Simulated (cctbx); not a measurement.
# Lattice, Laue class and space group of a new crystal

Cell: a = 10.5420 Å, b = 10.5420 Å, c = 4.9180 Å, α = 90.00°, β = 90.00°, γ = 90.00°. Expected content of the cell: Te4 Br8 F8.

Simulated single-crystal data (cctbx): Ag Kα, λ = 0.56087 Å, to d = 0.77 Å, 70 % of the full sphere, strongest reflection 20000 counts, noise from counting, a 1.5 % proportional error and a noise floor of 4 counts (s.d.); no absorption.

Tests on the unmerged data give:

```text
3495 reflections to d = 0.770 A
centring   violations  <I/sigma> of those
    A       1308 of  1725     15.6
    B       1324 of  1750     15.3
    C       1242 of  1739     13.3
    I       1316 of  1749     14.0
    R       1724 of  2333     14.3
    F       1937 of  2607     14.7
Laue class    unique    Rint  (classes that these axes allow; Friedel mates merged)
P -1             2288   0.022
P 1 2/m 1        1307   0.025
P 1 1 2/m        1373   0.025
P 2/m 1 1        1308   0.025
P m m m           773   0.027
P 4/m             707   0.027
P 4/m m m         418   0.028
space group    extra absences  I>4sigma  <I/sigma>
P 4 2 2                 0          0         -  acentric
P 4 21 2               21          0      -0.4  acentric
P 42 2 2                5          0      -0.5  acentric
P 42 21 2              26          0      -0.5  acentric
P 4 m m                 0          0         -  acentric
P 42 n m              179          0      -0.0  acentric
P -4 2 m                0          0         -  acentric
P -4 21 m              21          0      -0.4  acentric
P -4 m 2                0          0         -  acentric
P -4 n 2              179          0      -0.0  acentric
P 4/m m m               0          0         -  centric
P 42/m n m            179          0      -0.0  centric
Wilson B = 0.42 A^2   <|E^2-1|> = 0.915 (0.968 centric, 0.736 acentric)   E^2>4: 3.1 %
shell (A)         n   <I/sigma>
10.54 - 1.54     67     38.8
 1.54 - 1.22     52     41.1
 1.22 - 1.07     50     44.7
 1.07 - 0.97     50     42.8
 0.97 - 0.90     51     38.9
 0.90 - 0.85     50     32.9
 0.85 - 0.81     49     32.6
 0.81 - 0.77     49     30.8
```

Q: Read the symmetry from these tables.

Every centring test has many violations, so the lattice is primitive.

Rint stays low (0.022 to 0.028) up to P 4/m m m, the highest class in these axes.

12 settings pass the absence test. The most absences obeyed, 179, belong to P 42 n m, P -4 n 2 and P 42/m n m, which absences can't tell apart.

⟨|E²−1|⟩ = 0.915 leans to a centrosymmetric structure. The Wilson B of 0.42 Å² means U ≈ 0.0053 Å².

The true group is P4_2/mnm (no. 136), Laue class 4/mmm, centrosymmetric. The tables only narrow the choice to the tied entries; cell content, site symmetry and trial solutions must settle it.

The model is made up (kin elements in a known structure type, no relaxation), so it says nothing on whether the phase exists.

[Logs are printed without paths, hosts, clocks, repeated set-up lines and the standing remarks that a program may print on its own settings, such as how far it seeks lower states.]
